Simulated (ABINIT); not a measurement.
Entries from a set of simulations; values are calculated unless marked as measured.

## Beyond one shot: K2LiAlH6 (Fm-3m)

Symmetry: Fm-3m, No. 225, cubic system. Conventional cell: a = 7.761 Å, b = 7.761 Å, c = 7.761 Å, α = 90.00°, β = 90.00°, γ = 90.00°. Nearest to K lie 12 H at 2.75 Å. Nearest to Li lie 6 H at 2.11 Å. Nearest to Al lie 6 H at 1.77 Å. Nearest to H lie 1 Al at 1.77 Å and 1 Li at 2.11 Å and 4 H at 2.50 Å and 4 K at 2.75 Å. Farther neighbours, and contacts between anions beyond the nearest, are not listed.

```xyz
10
Lattice="0.0000 3.8803 3.8803 3.8803 0.0000 3.8803 3.8803 3.8803 0.0000" Properties=species:S:1:pos:R:3 pbc="T T T"
K     5.8205    5.8205    5.8205
K     1.9402    1.9402    1.9402
Li    3.8803    3.8803    3.8803
Al    0.0000    0.0000    0.0000
H     1.7686    3.8803    3.8803
H     3.8803    5.9921    3.8803
H     5.9921    3.8803    3.8803
H     3.8803    1.7686    3.8803
H     3.8803    3.8803    1.7686
H     3.8803    3.8803    5.9921
```

```
method        : RPA screening on LDA from quasiparticle energies and orbitals, plane waves, norm-conserving pseudopotentials (and 4 further levels or steps)
program       : ABINIT 10.8.3
settings      : cutoff 33 Ha, PseudoDojo scalar-relativistic 0.4.1 standard, norm-conserving, ngkpt (2, 2, 2), nband 63, ecuteps 3.2 Ha, gwcalctyp 28, inclvkb 2, shiftk (0, 0, 0), symchi 1, awtr 1, frequency ppm, cycle 8, q points all but q = 0, 2×2×2 k-mesh
cost          : 25 runs, 4.5 min in all on 4 MPI ranks of Arm Neoverse V1, shared host
notes         : The program’s warnings: nproc spkpt=  >= nkpt= * nsppol=. The cell and positions are those that the Materials Project relaxed with its own functionals (PBE, PBE+U or r2SCAN), kept fixed. The 2×2×2 mesh is coarse for this cell, which bears on the long-range parts of exchange and screening.
G0W0          : 4.051 eV
QSGW, cycle 1 : 4.465 eV
QSGW, cycle 2 : 4.963 eV
QSGW, cycle 3 : 5.075 eV
QSGW, cycle 4 : 5.060 eV
QSGW, cycle 5 : 5.022 eV
QSGW, cycle 6 : 4.989 eV
QSGW, cycle 7 : 4.967 eV
QSGW, cycle 8 : 4.953 eV
known limits  : short of the basis limit; coarse k mesh
```

Only the bands that the input lists are updated; the higher empty ones keep the functional's energies. QSGW ends at 4.95 eV, +0.90 eV from G0W0, after 8 cycles that took 4 min beside the first screening; the last moved the gap by 0.014 eV.

[Long decimals in the printed logs are rounded to 6 places.]

[Logs are printed without paths, hosts, clocks, repeated set-up lines and the standing remarks that a program may print on its own settings, such as how far it seeks lower states.]

[Paths, hosts, dates, memory and timing lines, banners, echoed tables and standing remarks are left out of the program output; an Ansatz launch command may be rebuilt from the run's recorded settings. Measured values are a selection of at most five: reports struck by readers or far from the other reports are left out. None is set beside runs whose start may be inverted or whose files or cutoffs have a known fault.]

[Runs of the session that timed out or met a known fault of the program may be left out.]

[Hosts, paths, dates, database ids (printed as entryN), source tags and the programs' standing remarks are cut or masked in the printed files.]

[G0W0 gaps are taken among the corrected bands and points alone; a level outside them can change the order at an edge.]

[Where Ansatz stands beside ABINIT at settings called matched, ABINIT's density can come from a denser mesh and the files from another edition; pairs whose starting gaps differed by over 0.03 eV were left out, so agreement reads better than it is.]
